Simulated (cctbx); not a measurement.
# Reading a Patterson map

Space group P6_3/mcm (no. 193), a = 7.6740 Å, b = 7.6740 Å, c = 5.4010 Å, α = 90.00°, β = 90.00°, γ = 120.00°, content W10 Ti6.

The data are simulated with cctbx, not measured: Mo Kα, λ = 0.71073 Å, to d = 0.75 Å, 80 % of the full sphere, strongest reflection 40000 counts, noise from counting, a 6 % proportional error and a noise floor of 15 counts (s.d.); no absorption, some extinction.

Patterson synthesis, origin scaled to 1000:

```text
Patterson group P 6/m m m
      u       v       w   height  length (A)
  0.000   0.000   0.000   1000.0     0.00
  0.000   0.000   0.500    384.7     2.70
  0.252   0.504   0.000    203.1     5.06
  0.000   0.500   0.500    202.6     4.69
  0.000   0.250   0.500    198.9     3.31
  0.333   0.667   0.000    196.5     4.43
  0.081   0.414   0.250    195.8     3.21
  0.333   0.667   0.500    186.9     5.19
  0.129   0.381   0.000     36.7     2.58
  0.000   0.356   0.000     29.2     2.74
  0.000   0.136   0.500     28.3     2.90
  0.000   0.333   0.067     19.2     2.58
  0.076   0.152   0.500     13.5     2.88
  0.082   0.164   0.000     13.0     1.09
```

Q: Assign the vectors.

A peak at u stands for all pairs with xi − xj = u, with weight Σ ZiZj against Σ Z² = 57664 at the origin. Peak heights follow these weights only roughly, since form factors, motion and series ripples differ, all vectors within 0.55 Å of a peak are counted as merged into it though the farther ones add only part of their weight, and F(000) is left out, which lowers the whole map:

| u | v | w | shortest length (Å) | height | 1000 ΣZiZj/ΣZ² | pairs in the cell |
| --- | --- | --- | --- | --- | --- | --- |
| 0.000 | 0.000 | 0.500 | 2.70 | 385 | 380 | 4 × W–W |
| 0.252 | 0.504 | 0.000 | 3.35 | 203 | 190 | 2 × W–W |
| 0.000 | 0.500 | 0.500 | 4.69 | 203 | 190 | 2 × W–W |
| 0.000 | 0.250 | 0.500 | 3.31 | 199 | 198 | 2 × W–W, 1 × Ti–Ti |
| 0.333 | 0.667 | 0.000 | 4.43 | 196 | 190 | 2 × W–W |
| 0.081 | 0.414 | 0.250 | 3.21 | 196 | 246 | 2 × W–W, 2 × W–Ti |
| 0.333 | 0.667 | 0.500 | 5.18 | 187 | 190 | 2 × W–W |

The table stops at ten peaks or at a height of 45, below which ripples compete. In the model behind the data W, the heaviest element, has 2 independent sites: (0.7495, 0, 3/4) and (1/3, 2/3, 1/2), up to an allowed shift of origin; the W–W vectors are differences of these positions and their symmetry mates. The whole model:

| atom | mult. | x | y | z | Ueq (Å²) |
| --- | --- | --- | --- | --- | --- |
| W1 | 6 | 0.7495 | 0 | 3/4 | 0.0072 |
| W2 | 4 | 1/3 | 2/3 | 1/2 | 0.0071 |
| Ti1 | 6 | 0.3851 | 0 | 3/4 | 0.0092 |

This is a model crystal, built by substitution and not relaxed, with assumed displacement parameters.

[Logs are printed without paths, hosts, clocks, repeated set-up lines and the standing remarks that a program may print on its own settings, such as how far it seeks lower states.]
